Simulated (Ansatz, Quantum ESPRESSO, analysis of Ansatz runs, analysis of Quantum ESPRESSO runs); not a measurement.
# Reproducing a measured local vibrational mode: U centre (hydride ion on a halide site) in LiF (Quantum ESPRESSO), part 3 of 3

Aim: the local vibrational mode of the U centre (hydride ion on a halide site) in LiF, to be set beside the measurement. Set-up: PBE, GBRV 1.5 PBE, 64-site cell, PBE lattice, k: the zone centre alone, anharmonic cut along the mode, start relaxed with Ansatz. The model is a cell of 64 host atoms with 1 F taken out and 1 H put in. The frequencies come from force constants among the defect atom and its neighbours, with the masses of the isotopes named.

Quantum ESPRESSO 7.5; PBE, GBRV 1.5 PBE, 64-site cell, PBE lattice, k: the zone centre alone, anharmonic cut along the mode, start relaxed with Ansatz.

So far: The starting structure; Relaxation, charge 0; Atom Li12 moved by 0.015 A along x; Local vibrational modes.

## (5) Point 1 along the mode

A light atom samples the curved part of its well, so the energy is mapped along the mode and the one-dimensional Schrödinger equation solved on it.

This step: Quantum ESPRESSO plane-wave DFT, PBE, GBRV 1.5 PBE potentials; single point of a defect supercell.

The input, pw.in:

```
&CONTROL
  calculation = 'scf'
  prefix = 'pwscf'
  outdir = './tmp'
  pseudo_dir = './pseudo'
  tprnfor = .true.
  disk_io = 'low'
/
&SYSTEM
  ibrav = 0
  nat = 64
  ntyp = 3
  ecutwfc = 45
  ecutrho = 360
  nbnd = 161
  occupations = 'smearing'
  smearing = 'fd'
  degauss = 0.00073499
/
&ELECTRONS
  conv_thr = 6d-08
  electron_maxstep = 100
  mixing_beta = 0.5
/
ATOMIC_SPECIES
Li     6.9400 li_pbe_v1.4.uspp.F.UPF
F     18.9984 f_pbe_v1.4.uspp.F.UPF
H      1.0080 h_pbe_v1.4.uspp.F.UPF
CELL_PARAMETERS angstrom
   8.1305150920    0.0000000000    0.0000000000
   0.0000000000    8.1305150920    0.0000000000
   0.0000000000    0.0000000000    8.1305150920
ATOMIC_POSITIONS crystal
Li     0.0000056377    0.0000000000    0.0000000000
Li     0.0000913078    0.2500913078    0.2500913078
[... 9 atom lines left out ...]
Li     0.2500000000    0.2494510683    0.4984430645
[... 1 atom line left out ...]
F      0.0000801514    0.2500801514    0.5000000000
[... 4 atom lines left out ...]
Li     0.2500000000    0.5005837081    0.2495163556
[... 1 atom line left out ...]
F      0.0000801514    0.5000000000    0.2500801514
[... 3 atom lines left out ...]
Li    -0.0005311292    0.5005837081    0.4984430645
[... 1 atom line left out ...]
Li     0.2500000000    0.5005837081    0.7505786140
Li     0.2500000000    0.7505133267    0.4984430645
[... 1 atom line left out ...]
F      0.0000801514    0.7499198486    0.5000000000
H      0.2500000000    0.4757505869    0.5646809156
[... 14 atom lines left out ...]
F      0.4999198486    0.2500801514    0.5000000000
[... 6 atom lines left out ...]
F      0.4999198486    0.5000000000    0.2500801514
[... 3 atom lines left out ...]
Li     0.5005311292    0.5005837081    0.4984430645
[... 6 atom lines left out ...]
F      0.7500000000    0.7499666213    0.7499666213
K_POINTS gamma
```

The run is started by

```bash
> OMP_NUM_THREADS=1 pw.x -in pw.in > pw.out
```

What it wrote:

```text
[banner, memory and clock lines left out]
          URL

     gamma-point specific algorithms are used
     Message from routine setup:
     using ibrav=0 with symmetry is DISCOURAGED, use correct ibrav instead

     G-vector sticks info

     bravais-lattice index     =            0
     lattice parameter (alat)  =      15.3644  a.u.
     unit-cell volume          =    3627.0269 (a.u.)^3
     number of atoms/cell      =           64
     number of atomic types    =            3
     number of electrons       =       314.00
     number of Kohn-Sham states=          161
     kinetic-energy cutoff     =      45.0000  Ry
     charge density cutoff     =     360.0000  Ry
     scf convergence threshold =      6.0E-08
     mixing beta               =       0.5000
     number of iterations used =            8  plain     mixing
     Exchange-correlation=  SLA  PW   PBX  PBC
                           (   1   4   3   4   0   0   0)

     celldm(1)=  15.364447  celldm(2)=   0.000000  celldm(3)=   0.000000
     celldm(4)=   0.000000  celldm(5)=   0.000000  celldm(6)=   0.000000

     crystal axes: (cart. coord. in units of alat)
               a(1) = (   1.000000   0.000000   0.000000 )
               a(2) = (   0.000000   1.000000   0.000000 )
               a(3) = (   0.000000   0.000000   1.000000 )

     reciprocal axes: (cart. coord. in units 2 pi/alat)
               b(1) = (  1.000000  0.000000  0.000000 )
               b(2) = (  0.000000  1.000000  0.000000 )
               b(3) = (  0.000000  0.000000  1.000000 )

     PseudoPot. # 1 for Li read from file:
     li_pbe_v1.4.uspp.F.UPF
     Pseudo is Ultrasoft, Zval =  3.0
     Generated by new atomic code, or converted to UPF format
     Using radial grid of  751 points,  5 beta functions with:
                l(1) =   0
                l(2) =   0
                l(3) =   0
                l(4) =   1
                l(5) =   1
     Q(r) pseudized with 10 coefficients,  rinner =    1.150   1.150   1.150

     PseudoPot. # 2 for F  read from file:
     f_pbe_v1.4.uspp.F.UPF
     Pseudo is Ultrasoft, Zval =  7.0
     Generated by new atomic code, or converted to UPF format
     Using radial grid of  799 points,  4 beta functions with:
                l(1) =   0
                l(2) =   0
                l(3) =   1
                l(4) =   1
     Q(r) pseudized with  8 coefficients,  rinner =    0.950   0.950   0.950

     PseudoPot. # 3 for H  read from file:
     h_pbe_v1.4.uspp.F.UPF
     Pseudo is Ultrasoft, Zval =  1.0
     Generated by new atomic code, or converted to UPF format
     Using radial grid of  615 points,  2 beta functions with:
                l(1) =   0
                l(2) =   0
     Q(r) pseudized with  8 coefficients,  rinner =    0.700

     atomic species   valence    mass     pseudopotential
     Li                3.00     6.94000     Li( 1.00)
     F                 7.00    18.99840     F ( 1.00)
     H                 1.00     1.00800     H ( 1.00)

      2 Sym. Ops. (no inversion) found ( 1 have fractional translation)

   Cartesian axes

     site n.     atom                  positions (alat units)
         1        Li     tau(   1) = (   0.0000056   0.0000000   0.0000000  )
         2        Li     tau(   2) = (   0.0000913   0.2500913   0.2500913  )
         3        Li     tau(   3) = (   0.2500000   0.0000000   0.2500483  )
         4        Li     tau(   4) = (   0.2500000   0.2500483   0.0000000  )
         5        F      tau(   5) = (   0.0000334   0.0000000   0.2500334  )
         6        F      tau(   6) = (   0.0000334   0.2500334   0.0000000  )
         7        F      tau(   7) = (   0.2500000   0.0000000   0.0000000  )
         8        F      tau(   8) = (   0.2500000   0.2500802   0.2500802  )
         9        Li     tau(   9) = (   0.0000483   0.0000000   0.5000000  )
        10        Li     tau(  10) = (   0.0000913   0.2500913   0.7499087  )
        11        Li     tau(  11) = (   0.2500000   0.0000000   0.7499517  )
        12        Li     tau(  12) = (   0.2500000   0.2494511   0.4984431  )
        13        F      tau(  13) = (   0.0000334   0.0000000   0.7499666  )
        14        F      tau(  14) = (   0.0000802   0.2500802   0.5000000  )
        15        F      tau(  15) = (   0.2500000   0.0000000   0.5000000  )
        16        F      tau(  16) = (   0.2500000   0.2500802   0.7499198  )
        17        Li     tau(  17) = (   0.0000483   0.5000000   0.0000000  )
        18        Li     tau(  18) = (   0.0000913   0.7499087   0.2500913  )
[...]
21        F      tau(  21) = (   0.0000802   0.5000000   0.2500802  )
        22        F      tau(  22) = (   0.0000334   0.7499666   0.0000000  )
[...]
31        H      tau(  31) = (   0.2500000   0.4757506   0.5646809  )
[...]
52        Li     tau(  52) = (   0.7500000   0.7499944   0.0000000  )
[...]
56        F      tau(  56) = (   0.7500000   0.7499666   0.2500334  )
        57        Li     tau(  57) = (   0.5005311   0.5005837   0.4984431  )
        58        Li     tau(  58) = (   0.4999087   0.7499087   0.7499087  )
        59        Li     tau(  59) = (   0.7500000   0.5000000   0.7499517  )
[...]
number of k points=     1  Fermi-Dirac smearing, width (Ry)=  0.0007
                       cart. coord. in units 2pi/alat
        k(    1) = (   0.0000000   0.0000000   0.0000000), wk =   2.0000000

     Dense  grid:   209175 G-vectors     FFT dimensions: (  96,  96,  96)

     Smooth grid:    74047 G-vectors     FFT dimensions: (  72,  72,  72)

     Initial potential from superposition of free atoms

     starting charge     299.5762, renormalised to     314.0000
     Starting wfcs are  285 randomized atomic wfcs

     Self-consistent Calculation

     iteration #  1     ecut=    45.00 Ry     beta= 0.50
     Davidson diagonalization with overlap
     ethr =  1.00E-02,  avg # of iterations =  2.0

     Threshold (ethr) on eigenvalues was too large:
     Diagonalizing with lowered threshold

     Davidson diagonalization with overlap
     ethr =  3.94E-04,  avg # of iterations =  2.0

     total energy              =   -1979.83320887 Ry
     estimated scf accuracy    <       1.30599981 Ry

     iteration #  2     ecut=    45.00 Ry     beta= 0.50
     Davidson diagonalization with overlap
     ethr =  4.16E-04,  avg # of iterations =  2.0

     total energy              =   -1979.94285530 Ry
     estimated scf accuracy    <       0.15769050 Ry

     iteration #  3     ecut=    45.00 Ry     beta= 0.50
     Davidson diagonalization with overlap
     ethr =  5.02E-05,  avg # of iterations =  5.0

     total energy              =   -1979.94671147 Ry
     estimated scf accuracy    <       0.02499622 Ry

     iteration #  4     ecut=    45.00 Ry     beta= 0.50
     Davidson diagonalization with overlap
     ethr =  7.96E-06,  avg # of iterations =  7.0

     total energy              =   -1979.95124086 Ry
     estimated scf accuracy    <       0.00220016 Ry

     iteration #  5     ecut=    45.00 Ry     beta= 0.50
     Davidson diagonalization with overlap
     ethr =  7.01E-07,  avg # of iterations =  9.0

     total energy              =   -1979.95196804 Ry
     estimated scf accuracy    <       0.00014029 Ry

     iteration #  6     ecut=    45.00 Ry     beta= 0.50
     Davidson diagonalization with overlap
     ethr =  4.47E-08,  avg # of iterations =  3.0

     total energy              =   -1979.95197501 Ry
     estimated scf accuracy    <       0.00008315 Ry

     iteration #  7     ecut=    45.00 Ry     beta= 0.50
     Davidson diagonalization with overlap
     ethr =  2.65E-08,  avg # of iterations =  3.0

     total energy              =   -1979.95199868 Ry
     estimated scf accuracy    <       0.00005505 Ry

     iteration #  8     ecut=    45.00 Ry     beta= 0.50
     Davidson diagonalization with overlap
     ethr =  1.75E-08,  avg # of iterations =  2.0

     total energy              =   -1979.95200961 Ry
     estimated scf accuracy    <       0.00000016 Ry

     iteration #  9     ecut=    45.00 Ry     beta= 0.50
     Davidson diagonalization with overlap
     ethr =  5.08E-11,  avg # of iterations =  6.0

     total energy              =   -1979.95200991 Ry
     estimated scf accuracy    <       0.00000010 Ry

     iteration # 10     ecut=    45.00 Ry     beta= 0.50
     Davidson diagonalization with overlap
     ethr =  3.29E-11,  avg # of iterations =  2.0

     End of self-consistent calculation

          k = 0.0000 0.0000 0.0000 (  9307 PWs)   bands (ev):

   -40.8026 -40.5502 -40.4796 -40.4746 -40.4482 -40.4460 -40.4151 -40.4135
   -40.4037 -40.3891 -40.3869 -40.3702 -40.3677 -40.3671 -40.3615 -40.3607
   -40.3553 -40.3545 -40.3535 -40.3524 -40.3400 -40.3349 -40.3256 -40.3167
   -40.2980 -40.2971 -40.2710 -40.2690 -40.2214 -40.2206 -40.1390 -39.6977
   -19.3869 -19.1879 -19.1656 -19.1402 -19.1142 -19.0697 -19.0453 -19.0316
   -19.0250 -18.9921 -18.9459 -18.9417 -18.9330 -18.9321 -18.9267 -18.9261
   -18.9231 -18.9181 -18.9164 -18.8820 -18.8204 -18.8139 -18.8022 -18.7470
   -18.7155 -18.7098 -18.7072 -18.7037 -18.6515 -18.6088 -18.5115  -2.3266
    -2.3262  -2.3232  -1.9214  -1.8793  -1.8685  -1.8667  -1.4986  -1.4963
    -1.4920  -1.4850  -1.4737  -1.4696  -1.4632  -1.4610  -1.4371  -1.4327
[...]
-0.1807  -0.1511  -0.1490  -0.1336   0.0270   0.0295   0.0312   0.0331
     0.0463   0.0514   0.0637   0.0919   0.0970   0.1655   0.1723   0.1795
     0.1836   0.2014   0.2739   0.2796   0.3083   0.3086   0.3091   0.3131
     0.3148   0.3177   0.3178   0.3211   0.3412   0.3607   0.3868   0.4514
     0.4735   0.5298   0.5480   0.5480   2.9435   9.4470  10.2944  10.8867
    10.8985

     the Fermi energy is     4.5108 ev

!    total energy              =   -1979.95200994 Ry
     estimated scf accuracy    <          5.2E-09 Ry
     smearing contrib. (-TS)   =       0.00000000 Ry
     internal energy E=F+TS    =   -1979.95200994 Ry

     The total energy is F=E-TS. E is the sum of the following terms:
     one-electron contribution =    -892.45660081 Ry
     hartree contribution      =     566.63097478 Ry
     xc contribution           =    -404.83571995 Ry
     ewald contribution        =   -1249.29066397 Ry

     convergence has been achieved in  10 iterations

     Forces acting on atoms (cartesian axes, Ry/au):

     atom    1 type  1   force =     0.00007578    0.00045170   -0.00118614
     atom    2 type  1   force =    -0.00121338   -0.00163998    0.00000547
     atom    3 type  1   force =     0.00000000    0.00125490   -0.00035018
     atom    4 type  1   force =     0.00000000    0.00021676   -0.00435087
     atom    5 type  2   force =     0.00081545   -0.00082354    0.00018503
     atom    6 type  2   force =    -0.00034050    0.00001229    0.00249084
     atom    7 type  2   force =     0.00000000   -0.00102443    0.00264563
     atom    8 type  2   force =     0.00000000    0.00558597    0.00327662
     atom    9 type  1   force =    -0.00000990    0.00151485    0.00123041
     atom   10 type  1   force =     0.00336338    0.00265115   -0.00147494
[...]
atom   60 type  1   force =     0.00000000    0.00012751    0.00122652
     atom   61 type  2   force =     0.00935519    0.00216346    0.00634361
     atom   62 type  2   force =    -0.00336915   -0.00266032   -0.00375491
     atom   63 type  2   force =     0.00000000    0.00100790   -0.00270426
     atom   64 type  2   force =     0.00000000    0.00079988   -0.00053047

     Total force =     0.113453     Total SCF correction =     0.000087
```

Elapsed: 57 s, on 1 thread of Arm Neoverse V2, shared host; peak memory 0.67 GiB.

## (6) Anharmonic fundamental

Analysis of the runs above: one-dimensional Schroedinger equation on a polynomial through Quantum ESPRESSO plane-wave DFT, PBE, GBRV 1.5 PBE potentials energies along the local mode.

The energy by normal coordinate:

| normal coordinate (amu½ Å) | energy (eV) |
| --- | --- |
| -0.568 | 0.608 |
| -0.417 | 0.305 |
| -0.284 | 0.136 |
| -0.142 | 0.0331 |
| 0.000 | 0 |
| 0.142 | 0.0331 |
| 0.284 | 0.136 |
| 0.417 | 0.305 |
| 0.568 | 0.608 |
| 0.720 | 1.06 |

## (7) Results

| Item | Value |
| --- | --- |
| distance from the defect atom to its nearest neighbour | 2.037 Å |
| threefold local mode of H- | 964 cm⁻¹ |
| threefold local mode of D- | 683 cm⁻¹ |

**Reading.** Threefold local mode of H-: computed 964 cm⁻¹, measured 1024 cm⁻¹; 60 cm⁻¹ (6 %) below the measurement. Threefold local mode of D-: computed 683 cm⁻¹, measured 746 cm⁻¹; 63 cm⁻¹ (8 %) below the measurement. The anharmonic cut moves the threefold local mode of H- from 940 to 964 cm⁻¹; a straight cut leaves out the coupling to the other modes. The ion's well is wide, so the mode is sensitive to the lattice constant, one possible source of the difference. Only the named neighbours move, so modes near the host's band are approximate. Limits: the zone centre alone is a coarse sampling for this cell; the periodic copies of the defect are only 8.1 Å apart.

[Logs are printed without paths, hosts, clocks, repeated set-up lines and the standing remarks that a program may print on its own settings, such as how far it seeks lower states.]

[Hosts, paths, dates, database ids (printed as entryN), source tags and the programs' standing remarks are cut or masked in the printed files.]

[For some hosts the program warned that the k-mesh of the response run may be too coarse for force constants and the static dielectric constant; such warnings are not shown here.]
